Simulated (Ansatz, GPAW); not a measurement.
# A 9-layer slab of Ca(100): work function by functional and basis

Aim: the work function of both faces of a 9-layer slab of Ca(100), and its spread over functionals and bases.

Program: GPAW 26.7.0 and Ansatz 0.2.0. Level of theory: Ansatz plane waves; slab in vacuum with a dipole correction, relaxation, in the first sound run; inputs show where later runs differ. Results are calculated unless marked as measured.

### Step 1. Starting point

The cell holds 9 atoms: 9 Ca. Its edges and angles: a = 3.946 Å, b = 3.946 Å, c = 38.320 Å, α = 90.0°, β = 90.0°, γ = 90.0°. Vacuum lies along c.

### Step 2. Relaxation

Forces are removed first; all later runs use this geometry. The lowest 4 atoms are held at bulk positions and keep their forces.

input.yaml

```yaml
crystal:
  lattice:
    - [3.945655839, 0.0, 0.0]
    - [0.0, 3.945655839, 0.0]
    - [0.0, 0.0, 38.32]
  atoms:
    - { symbol: Ca, position: [0.0, 0.0, 0.2087682672] }
    - { symbol: Ca, position: [0.5, 0.5, 0.2815762004] }
    - { symbol: Ca, position: [0.0, 0.0, 0.3543841336] }
    - { symbol: Ca, position: [0.5, 0.5, 0.4271920668] }
    - { symbol: Ca, position: [0.0, 0.0, 0.5] }
    - { symbol: Ca, position: [0.5, 0.5, 0.5728079332] }
    - { symbol: Ca, position: [0.0, 0.0, 0.6456158664] }
    - { symbol: Ca, position: [0.5, 0.5, 0.7184237996] }
    - { symbol: Ca, position: [0.0, 0.0, 0.7912317328] }
kpoints:
  mp_grid: { grid: [8, 8, 1] }
hamiltonian:
  xc: pbe
scf:
  occupations: { method: fermi_dirac, width: 0.1 }
efield:
  axis: 3
  dipole_correction: true
  ramp_width: 0.05
relax:
  f_tol: 0.02
  max_steps: 60
  constraints: [{ sites: [0, 1, 2, 3] }]
output:
  write_potential: true
  write_density: true
  volumetric_format: npy
```

Started as:

```console
$ ansatz run input.yaml --threads 4 --pin off --max-ram 8192MiB --backend cpu --events-out ev --progress --plain --runs-dir out
```

Numbers of over 12 decimals in the logs are rounded to 6 here.

Output:

```text
Engine: ansatz 0.2.0, aarch64-unknown-linux-gnu
Pseudopotentials: kind: paw
Pseudopotential: Ca, paw, valence charge 10, recommended cutoff 420 eV (normal), Ca.paw.azcp
Functional definition: PBE
  parameter kappa = 0.804
  parameter beta = 0.066725
  exchange = pbe_x(kappa = kappa, mu = beta*pi^2/3)
  correlation = pbe_c(beta = beta)
Crystal: 9 atoms, lattice volume = 596.573 Å³
Basis set: ecut = 420 eV, 11737 PW (Γ), exchange–correlation on 54×54×540 points (8 copies of the dense FFT grid, shifted against one another)
Bands: 54, of which v1, the nominal top of the filled ones, is band 45 counted from 1 (44 counted from 0)
Symmetry: 8 space group operations
k-points: 15 of 64
Non-local potential: Ca, projectors of the file, l = 0: 3, l = 1: 2, l = 2: 2
PAW form: soft (Blöchl's): semilocal exchange-correlation on the pseudo side does not see the compensation charge
PAW one-centre angular grid: Ca, 110 points (default); XC on 64 Gauss nodes
Initial density: superposition of atomic densities (neutral atoms: chi_scale 0, normalization atom), corrected by the library's trained network
Initial wavefunctions: pseudopotential atomic-orbital guess
Functional: x = pbe(κ = 0.804, μ = 0.219515), c = pbe(β = 0.066725)
SCF iter   1: F=—  HF=-16351.088007 eV  |F-HF|=—  |Δ(HF+E_count)|=         —  Δρ=2.74e-3  dr2=5.69e0  ethr=1.77e-3  p=-0.000 e·Å  D=-4.53e-14 V/Å  ΔV_dip=0.00 eV  dr2_dipole=4.35e-8  V_vac-E_F(+/−)=2.51/2.51 eV  ⟨swp⟩=14.7  Hψ=10706  notcnv=0
efield: sawtooth ramp at fractional position 0.9750 (placed from the atoms, in the widest stretch of the axis that holds none; the zero of the levels goes with the place), width 0.0500; the density the first Hamiltonian is built on has a dipole p = -0.000 e·Å; the dipole correction subtracts the counter field D = -4.53e-14 V/Å, which shifts the + side's vacuum level by +0.00 eV against the − side's; the planar-averaged density in the ramp window peaks in size at 5.6e-5 e/Å³
automatic band count: the SCF goes on with 63 bands, as 54 were too few: the levels above may hold too much charge
preconditioner: auto → LDOS  [metal: Δε(μ)=0.024 eV  Ē_g=2.347 eV  σ=0.100 eV  W_gap=0.06  n_scr=84 (ndim 8)  ℏωp=6.5 eV  f_vac=0.306  D(μ)=11.71/eV (n_scr^D=74)  β→1.0]
SCF iter   2: F=—  HF=-16351.015364 eV  |F-HF|=—  |Δ(HF+E_count)|=   7.26e-2  Δρ=8.18e-4  dr2=2.72e-2  ethr=1.77e-3  p=0.000 e·Å  D=1.01e-6 V/Å  ΔV_dip=-0.00 eV  dr2_dipole=1.62e-7  V_vac-E_F(+/−)=2.76/2.76 eV  ⟨swp⟩=1.8  Hψ=1116  notcnv=0
SCF iter   3: F=—  HF=-16351.016213 eV  |F-HF|=—  |Δ(HF+E_count)|=   8.49e-4  Δρ=7.45e-4  dr2=1.14e-2  ethr=3.02e-5  p=-0.000 e·Å  D=-2.46e-6 V/Å  ΔV_dip=0.00 eV  dr2_dipole=6.03e-9  V_vac-E_F(+/−)=2.76/2.76 eV  ⟨swp⟩=2.2  Hψ=1622  notcnv=0
SCF iter   4: F=—  HF=-16351.014743 eV  |F-HF|=—  |Δ(HF+E_count)|=   1.47e-3  Δρ=1.02e-4  dr2=3.04e-4  ethr=1.27e-5  p=-0.000 e·Å  D=-1.03e-6 V/Å  ΔV_dip=0.00 eV  dr2_dipole=2.92e-11  V_vac-E_F(+/−)=2.77/2.77 eV  ⟨swp⟩=2.0  Hψ=1095  notcnv=0
SCF iter   5: F=—  HF=-16351.015103 eV  |F-HF|=—  |Δ(HF+E_count)|=   3.59e-4  Δρ=2.80e-5  dr2=7.91e-6  ethr=3.38e-7  p=0.000 e·Å  D=4.05e-8 V/Å  ΔV_dip=-0.00 eV  dr2_dipole=6.72e-12  V_vac-E_F(+/−)=2.78/2.78 eV  ⟨swp⟩=2.1  Hψ=1563  notcnv=0
SCF iter   6: F=-16351.015106 eV  HF=-16351.015107 eV  |F-HF|=7.12e-7  |Δ(HF+E_count)|=   4.31e-6  Δρ=8.05e-6  dr2=1.39e-6  ethr=8.79e-9  p=-0.000 e·Å  D=-4.10e-8 V/Å  ΔV_dip=0.00 eV  dr2_dipole=3.26e-11  V_vac-E_F(+/−)=2.78/2.78 eV  ⟨swp⟩=11.7  Hψ=7194  notcnv=0
SCF 1 converged in 6 iterations: F = -16351.015106 eV  dr2 = 1.39e-6
  Residual-converged pass: ⟨swp⟩=1.1  Hψ=1007  notcnv=0  max |occ|·‖R‖ = 7.0e-9 eV (tolerance 1.0e-8 eV)  dr2=1.39e-6  dr2_onsite=2.89e-8  max |Δocc| = 4.5e-11
  greatest PAW one-centre occupation: 0.996 electrons in one spin orbital (limit 2), on the Ca atom at site 8 (counted from 0), in its partial waves of l = 0
relax step   1: F+E_penalty+E_count = -16351.01510640 eV  Δ(F+E_penalty+E_count) = +0.000e0 eV  max|allowed force component| = 1.291e-1 eV/Å  Δτ_max = 0.0000 Å  (6 SCF iters, dr2 threshold 1.00e-5 eV, accepted)
Bands: 63, of which v1, the nominal top of the filled ones, is band 45 counted from 1 (44 counted from 0)
Initial density: handed on by an earlier stage of this run
Initial wavefunctions: those handed on with the density
iter 1 solved again at ethr=2.56e-4 eV; its pass at ethr=3.10e-3 eV (dr2=2.30e-1 eV) is discarded
SCF iter   1: F=—  HF=-16351.027295 eV  |F-HF|=—  |Δ(HF+E_count)|=         —  Δρ=1.11e-3  dr2=1.32e-1  ethr=2.56e-4  p=-0.000 e·Å  D=-1.81e-8 V/Å  ΔV_dip=0.00 eV  dr2_dipole=1.50e-4  V_vac-E_F(+/−)=2.79/2.79 eV  ⟨swp⟩=1.5  Hψ=3539  notcnv=0
efield: sawtooth ramp at fractional position 0.9750 (handed on by an earlier solve), width 0.0500; the density the first Hamiltonian is built on has a dipole p = -0.000 e·Å; the dipole correction subtracts the counter field D = -1.81e-8 V/Å, which shifts the + side's vacuum level by +0.00 eV against the − side's; the planar-averaged density in the ramp window peaks in size at 4.4e-6 e/Å³
preconditioner: auto → LDOS  [metal: Δε(μ)=0.017 eV  Ē_g=2.382 eV  σ=0.100 eV  W_gap=0.04  n_scr=84 (ndim 8)  ℏωp=6.5 eV  f_vac=0.310  D(μ)=11.39/eV (n_scr^D=66)  β→1.0]
SCF iter   2: F=—  HF=-16351.024824 eV  |F-HF|=—  |Δ(HF+E_count)|=   2.47e-3  Δρ=4.94e-4  dr2=7.96e-3  ethr=1.46e-4  p=0.009 e·Å  D=2.83e-3 V/Å  ΔV_dip=-0.11 eV  dr2_dipole=2.81e-3  V_vac-E_F(+/−)=2.67/2.78 eV  ⟨swp⟩=2.1  Hψ=1234  notcnv=0
SCF iter   3: F=—  HF=-16351.023999 eV  |F-HF|=—  |Δ(HF+E_count)|=   8.25e-4  Δρ=2.30e-4  dr2=1.01e-3  ethr=8.84e-6  p=0.003 e·Å  D=9.44e-4 V/Å  ΔV_dip=-0.04 eV  dr2_dipole=2.06e-7  V_vac-E_F(+/−)=2.75/2.78 eV  ⟨swp⟩=2.1  Hψ=1367  notcnv=0
SCF iter   4: F=—  HF=-16351.024270 eV  |F-HF|=—  |Δ(HF+E_count)|=   2.71e-4  Δρ=7.35e-5  dr2=9.84e-5  ethr=1.12e-6  p=0.002 e·Å  D=6.48e-4 V/Å  ΔV_dip=-0.02 eV  dr2_dipole=1.22e-6  V_vac-E_F(+/−)=2.76/2.78 eV  ⟨swp⟩=2.0  Hψ=1408  notcnv=0
SCF iter   5: F=—  HF=-16351.024270 eV  |F-HF|=—  |Δ(HF+E_count)|=   1.56e-7  Δρ=2.93e-5  dr2=2.69e-5  ethr=1.09e-7  p=0.001 e·Å  D=3.88e-4 V/Å  ΔV_dip=-0.01 eV  dr2_dipole=6.91e-6  V_vac-E_F(+/−)=2.77/2.78 eV  ⟨swp⟩=2.0  Hψ=1552  notcnv=0
SCF iter   6: F=-16351.024271 eV  HF=-16351.024271 eV  |F-HF|=7.08e-7  |Δ(HF+E_count)|=   9.33e-7  Δρ=1.06e-5  dr2=1.01e-6  ethr=1.16e-9  p=0.001 e·Å  D=2.25e-4 V/Å  ΔV_dip=-0.01 eV  dr2_dipole=5.76e-8  V_vac-E_F(+/−)=2.77/2.78 eV  ⟨swp⟩=10.5  Hψ=7904  notcnv=0
SCF 2 converged in 6 iterations: F = -16351.024271 eV  dr2 = 1.01e-6
[...]
SCF iter   3: F=—  HF=-16351.030232 eV  |F-HF|=—  |Δ(HF+E_count)|=   1.60e-3  Δρ=3.21e-4  dr2=1.97e-3  ethr=1.91e-5  p=0.005 e·Å  D=1.66e-3 V/Å  ΔV_dip=-0.06 eV  dr2_dipole=2.36e-6  V_vac-E_F(+/−)=2.72/2.78 eV  ⟨swp⟩=2.0  Hψ=1438  notcnv=0
SCF iter   4: F=—  HF=-16351.030155 eV  |F-HF|=—  |Δ(HF+E_count)|=   7.74e-5  Δρ=1.22e-4  dr2=2.06e-4  ethr=2.19e-6  p=0.004 e·Å  D=1.14e-3 V/Å  ΔV_dip=-0.04 eV  dr2_dipole=2.58e-8  V_vac-E_F(+/−)=2.74/2.78 eV  ⟨swp⟩=2.0  Hψ=1408  notcnv=0
SCF iter   5: F=—  HF=-16351.030148 eV  |F-HF|=—  |Δ(HF+E_count)|=   6.99e-6  Δρ=4.22e-5  dr2=5.62e-5  ethr=2.29e-7  p=0.002 e·Å  D=7.50e-4 V/Å  ΔV_dip=-0.03 eV  dr2_dipole=1.34e-5  V_vac-E_F(+/−)=2.75/2.78 eV  ⟨swp⟩=2.0  Hψ=1516  notcnv=0
SCF iter   6: F=—  HF=-16351.030479 eV  |F-HF|=—  |Δ(HF+E_count)|=   3.31e-4  Δρ=1.68e-5  dr2=3.31e-6  ethr=6.25e-8  p=0.002 e·Å  D=5.07e-4 V/Å  ΔV_dip=-0.02 eV  dr2_dipole=2.67e-7  V_vac-E_F(+/−)=2.76/2.78 eV  ⟨swp⟩=2.0  Hψ=1540  notcnv=0
SCF iter   7: F=-16351.030479 eV  HF=-16351.030479 eV  |F-HF|=5.10e-9  |Δ(HF+E_count)|=   1.57e-7  Δρ=2.35e-6  dr2=7.16e-8  ethr=1.11e-10  p=0.002 e·Å  D=4.56e-4 V/Å  ΔV_dip=-0.02 eV  dr2_dipole=8.84e-9  V_vac-E_F(+/−)=2.77/2.78 eV  ⟨swp⟩=10.5  Hψ=7782  notcnv=0
SCF 3 converged in 7 iterations: F = -16351.030479 eV  dr2 = 7.16e-8
relax step   3: F+E_penalty+E_count = -16351.03047882 eV  Δ(F+E_penalty+E_count) = -6.208e-3 eV  max|allowed force component| = 1.254e-2 eV/Å  Δτ_max = 0.1939 Å  (7 SCF iters, accepted)
[...]
relax step   4: F+E_penalty+E_count = -16351.03118018 eV  Δ(F+E_penalty+E_count) = -7.014e-4 eV  max|allowed force component| = 6.708e-3 eV/Å  Δτ_max = 0.0861 Å  (8 SCF iters, accepted)
SCF iter   1: F=—  HF=-16351.030789 eV  |F-HF|=—  |Δ(HF+E_count)|=         —  Δρ=2.20e-4  dr2=1.68e-2  ethr=2.11e-4  p=0.001 e·Å  D=4.29e-4 V/Å  ΔV_dip=-0.02 eV  dr2_dipole=8.59e-3  V_vac-E_F(+/−)=2.77/2.78 eV  ⟨swp⟩=3.0  Hψ=1711  notcnv=0
efield: sawtooth ramp at fractional position 0.9750 (handed on by an earlier solve), width 0.0500; the density the first Hamiltonian is built on has a dipole p = 0.001 e·Å; the dipole correction subtracts the counter field D = 4.29e-4 V/Å, which shifts the + side's vacuum level by -0.02 eV against the − side's; the planar-averaged density in the ramp window peaks in size at 4.3e-6 e/Å³
preconditioner: auto → LDOS  [metal: Δε(μ)=0.011 eV  Ē_g=2.389 eV  σ=0.100 eV  W_gap=0.03  n_scr=84 (ndim 8)  ℏωp=6.5 eV  f_vac=0.317  D(μ)=11.35/eV (n_scr^D=66)  β→1.0]
SCF iter   2: F=—  HF=-16351.030821 eV  |F-HF|=—  |Δ(HF+E_count)|=   3.18e-5  Δρ=8.64e-5  dr2=2.39e-3  ethr=1.87e-5  p=0.002 e·Å  D=5.08e-4 V/Å  ΔV_dip=-0.02 eV  dr2_dipole=1.15e-3  V_vac-E_F(+/−)=2.76/2.78 eV  ⟨swp⟩=1.1  Hψ=1099  notcnv=0
SCF iter   3: F=—  HF=-16351.030803 eV  |F-HF|=—  |Δ(HF+E_count)|=   1.76e-5  Δρ=4.04e-5  dr2=1.80e-4  ethr=2.66e-6  p=0.002 e·Å  D=4.75e-4 V/Å  ΔV_dip=-0.02 eV  dr2_dipole=5.87e-5  V_vac-E_F(+/−)=2.76/2.78 eV  ⟨swp⟩=1.0  Hψ=945  notcnv=0
SCF iter   4: F=—  HF=-16351.030805 eV  |F-HF|=—  |Δ(HF+E_count)|=   1.71e-6  Δρ=3.35e-5  dr2=9.73e-6  ethr=2.00e-7  p=0.002 e·Å  D=4.67e-4 V/Å  ΔV_dip=-0.02 eV  dr2_dipole=7.97e-9  V_vac-E_F(+/−)=2.76/2.78 eV  ⟨swp⟩=2.0  Hψ=1079  notcnv=0
SCF iter   5: F=—  HF=-16351.031136 eV  |F-HF|=—  |Δ(HF+E_count)|=   3.32e-4  Δρ=3.92e-6  dr2=2.70e-6  ethr=1.08e-8  p=0.001 e·Å  D=4.54e-4 V/Å  ΔV_dip=-0.02 eV  dr2_dipole=1.65e-6  V_vac-E_F(+/−)=2.77/2.78 eV  ⟨swp⟩=2.0  Hψ=1425  notcnv=0
SCF iter   6: F=-16351.031136 eV  HF=-16351.031136 eV  |F-HF|=4.97e-8  |Δ(HF+E_count)|=   5.70e-8  Δρ=1.62e-6  dr2=6.20e-8  ethr=1.11e-10  p=0.001 e·Å  D=4.48e-4 V/Å  ΔV_dip=-0.02 eV  dr2_dipole=1.70e-9  V_vac-E_F(+/−)=2.77/2.78 eV  ⟨swp⟩=9.5  Hψ=6310  notcnv=0
SCF 5 converged in 6 iterations: F = -16351.031136 eV  dr2 = 6.20e-8
relax step   5: F+E_penalty+E_count = -16351.03113645 eV  Δ(F+E_penalty+E_count) = +4.374e-5 eV  max|allowed force component| = 1.256e-2 eV/Å  Δτ_max = 0.0217 Å  (6 SCF iters, accepted)
NSCF: frozen V_eff on 15 k-points
the band table was solved once a step of the walk had ended and its energy, with any forces and stress, was formed, with the checks that follow a solve (5353 applications of the Hamiltonian). They found nothing against the state; the energy, forces and stress were not computed again (output.eigenvalues in the input reference)
WARN: The output density's exchange-correlation potential varies sharply where the density is thin. Do not read a vacuum level from v_tot or v_xc, or from such a field of the output density. On a cell that repeats whose density bears no net charge and no dipole along the vacuum's axis use v_es (v_loc + v_h of the components); under efield.dipole_correction with no amplitude use v_es + v_field, which holds any externa [...]
SCF converged after 6 iterations
Free energy (F): -16351.031136 eV
Harris-Foulkes:  -16351.031136 eV  (|F-HF|=4.97e-8)
Internal energy: -16350.665253 eV  (E = F + TS)
E sigma→0 (E₀):  -16350.848195 eV
Entropy (-TS):   -0.365883 eV (-40.654 meV/atom)
Fermi energy:    2.217094 eV
Dipole field:    D = 0.000416 V/Å  (p = 0.001372 e·Å, saw-weighted, corrected)
Work function:   Φ+ = 2.7657 eV   Φ− = 2.7816 eV
Levels:          The Fermi level and band energies are counted from a zero that moves with the ramp; work functions are not
--- Per-component energies (eV) ---
  E_band       = -1831.793715
  E_kinetic    = 2476.650985
  E_local      = -46576.801719  (includes V_loc(G=0)·N_el)
  E_nonlocal   = 572.760131
  E_hartree    = 21898.803247
  E_xc         = -1221.153082
  E_vxc        = -1521.912747  (∫ρ·V_xc dr)
  E_paw        = -7724.034552  (= ΣΔE_a)
  E_vpaw       = -580.074017  (= ΣTr[D̂ρ^β])
  E_aug_tail   = -0.000055  (compensation charges beyond the density's cutoff)
  E_efield     = 0.000000  (sawtooth field / dipole correction)
  E_vefield    = 0.004653  (∫n·V_field dr)
  E_ewald      = 14223.109791
  E_smearing   = -0.365883  (= −TS)
  E_closure    = 0.000000  (closes the sum)
  Σ components = -16351.031136   (vs F -16351.031136, Δ=0.00e0)
--- Forces (eV/Å), atoms counted from 1 ---
  atom   1  Ca    -0.00000000     0.00000000     0.12858454
  atom   2  Ca     0.00000000     0.00000000    -0.07579460
  atom   3  Ca    -0.00000000     0.00000000     0.00102268
  atom   4  Ca     0.00000000     0.00000000    -0.05462707
  atom   5  Ca     0.00000000     0.00000000    -0.00485132
  atom   6  Ca    -0.00000000     0.00000000     0.00201014
  atom   7  Ca    -0.00000000     0.00000000     0.01255539
  atom   8  Ca     0.00000000     0.00000000    -0.01242652
  atom   9  Ca     0.00000000     0.00000000     0.00351943
  max |Σ_I F_I| component: 7.34e-6 eV/Å
--- Band table (eV; the first three rows and the last of 15) ---
  k-point 0: bands = [... 41 lower, 0.1112, 0.6808, 1.2092, 1.6343, 2.6925, 2.7429, 2.7872, 2.8598, ... 14 higher]
  k-point 1: bands = [... 41 lower, 0.2604, 0.8241, 1.3486, 1.7710, 2.7408, 2.7644, 2.8284, 2.8505, ... 14 higher]
  k-point 2: bands = [... 41 lower, 0.6771, 1.2181, 1.7297, 2.1328, 2.4987, 2.5478, 2.6612, 2.8472, ... 14 higher]
  k-point 14: bands = [... 41 lower, 2.1347, 2.3095, 2.3372, 2.4185, 2.7502, 2.7502, 2.7789, 2.7789, ... 14 higher]
--- Relaxed structure (5 steps of the walk, 5 accepted, 0 SCFs on fresh bases) ---
  F+E_penalty+E_count = -16351.03113645 eV   max|allowed force component| = 1.256e-2 eV/Å
  atoms:
    - { symbol: Ca, position: [0.0, 0.0, 0.208768] }
    - { symbol: Ca, position: [0.5, 0.5, 0.2815762004] }
    - { symbol: Ca, position: [0.0, 0.0, 0.354384] }
    - { symbol: Ca, position: [0.5, 0.5, 0.427192] }
    - { symbol: Ca, position: [0, 0.0, 0.498292] }
    - { symbol: Ca, position: [0.5, 0.5, 0.569132] }
    - { symbol: Ca, position: [0, 0.0, 0.640029] }
    - { symbol: Ca, position: [0.5, 0.5, 0.711123] }
    - { symbol: Ca, position: [0, 0.0, 0.780323] }
```

Run time: 2 min. Hardware: 4 threads of Arm Neoverse N1, shared host; peak memory 1.2 GiB; 7.7 min of CPU time.

Step by step:

| step | energy less that of the first step (eV) | largest force component (eV/Å) |
| --- | --- | --- |
| 1 | 0.0000 | 0.1291 |
| 2 | -0.0092 | 0.0776 |
| 3 | -0.0154 | 0.0125 |
| 4 | -0.0161 | 0.0067 |
| 5 | -0.0160 | 0.0126 |

Forces are held to the 8 operations that the run works with; a distortion that breaks them can't arise in this run.

The atoms that moved most (Å):

| atom | dx | dy | dz | length |
| --- | --- | --- | --- | --- |
| Ca9 | 0.000 | 0.000 | -0.418 | 0.418 |
| Ca8 | 0.000 | 0.000 | -0.280 | 0.280 |
| Ca7 | 0.000 | 0.000 | -0.214 | 0.214 |
| Ca6 | 0.000 | 0.000 | -0.141 | 0.141 |
| Ca5 | 0.000 | 0.000 | -0.065 | 0.065 |

Final coordinates:

```
Ca
1.0
     3.94566    0.00000    0.00000
     0.00000    3.94566    0.00000
     0.00000    0.00000   38.32000
Ca
9
Direct
  0.00000 0.00000 0.20877
  0.50000 0.50000 0.28158
  0.00000 0.00000 0.35438
  0.50000 0.50000 0.42719
  0.00000 0.00000 0.49829
  0.50000 0.50000 0.56913
  0.00000 0.00000 0.64003
  0.50000 0.50000 0.71112
  0.00000 0.00000 0.78032
```

Numbers from this step:

```
free energy             : -16351.0311 eV
smearing term TS        : 0.3659 eV
symmetry operations     : 8
upper work function     : 2.766 eV
lower work function     : 2.782 eV
dipole along the normal : 0.001372 e·Å
dipole field            : 4.16e-4 V/Å
vacuum level above      : 4.983 eV
vacuum level below      : 4.999 eV
```

The electrostatic potential energy of an electron (with the applied field's), less the Fermi level, planar mean oscillates, so the rows of the table below give means over windows of 2.7 Å about each position, cut where the curve ends. Its maxima inside the range that stand out by 2 % of the span (Å: eV): 9.4: 0.807, 12.2: 0.747, 15.0: 0.727, 17.7: 0.576, 20.4: 0.546, 23.1: 0.549, 25.8: 0.553, 28.5: 0.433. Its minima: 7.9: -7.87, 10.8: -7.54, 13.6: -7.54, 16.3: -7.52, 19.2: -7.46, 21.9: -7.50, 24.6: -7.53, 27.2: -7.47, 29.9: -7.83.

Electrostatic potential energy of an electron (with the applied field's), less the Fermi level, planar mean against z; means over each step:

| z (Å) | electrostatic potential energy of an electron (with the applied field's), less the Fermi level, planar mean (eV) |
| --- | --- |
| 1.35 | 2.78 |
| 4.05 | 2.74 |
| 6.75 | -0.970 |
| 9.45 | -2.65 |
| 12.15 | -2.64 |
| 14.85 | -2.65 |
| 17.55 | -2.88 |
| 20.25 | -2.91 |
| 22.95 | -2.91 |
| 25.65 | -2.88 |
| 28.35 | -3.12 |
| 31.05 | -1.32 |
| 33.75 | 2.72 |
| 36.45 | 2.77 |

The valence density, planar mean oscillates, so the rows of the table below give means over windows of 2.7 Å about each position, cut where the curve ends. Its maxima inside the range that stand out by 2 % of the span (Å: e/Å³): 7.9: 0.547, 10.8: 0.551, 13.6: 0.549, 16.3: 0.549, 19.2: 0.547, 21.9: 0.550, 24.6: 0.552, 27.2: 0.553, 29.9: 0.549. Its minima: 9.4: 0.0556, 12.2: 0.0536, 15.0: 0.0539, 17.7: 0.0558, 20.4: 0.0560, 23.1: 0.0561, 25.8: 0.0556, 28.5: 0.0608.

Table of valence density, planar mean by z; means over each step:

z (Å), valence density, planar mean (e/Å³) and a bar:
```
     1.35      0.000 
     4.05      0.001 
     6.75      0.137 #################
     9.45      0.221 ###########################
    12.15      0.220 ###########################
    14.85      0.221 ###########################
    17.55      0.233 ############################
    20.25      0.235 #############################
    22.95      0.235 #############################
    25.65      0.234 ############################
    28.35      0.247 ##############################
    31.05      0.157 ###################
    33.75      0.001 
    36.45      0.000
```

The relaxation lowered the energy of the cell by 0.0160 eV.

(Part 1 of 3 ends here.)

[Logs are printed without paths, hosts, clocks, repeated set-up lines and the standing remarks that a program may print on its own settings, such as how far it seeks lower states.]

[Hosts, paths, dates, database ids (printed as entryN), source tags and the programs' standing remarks are cut or masked in the printed files.]
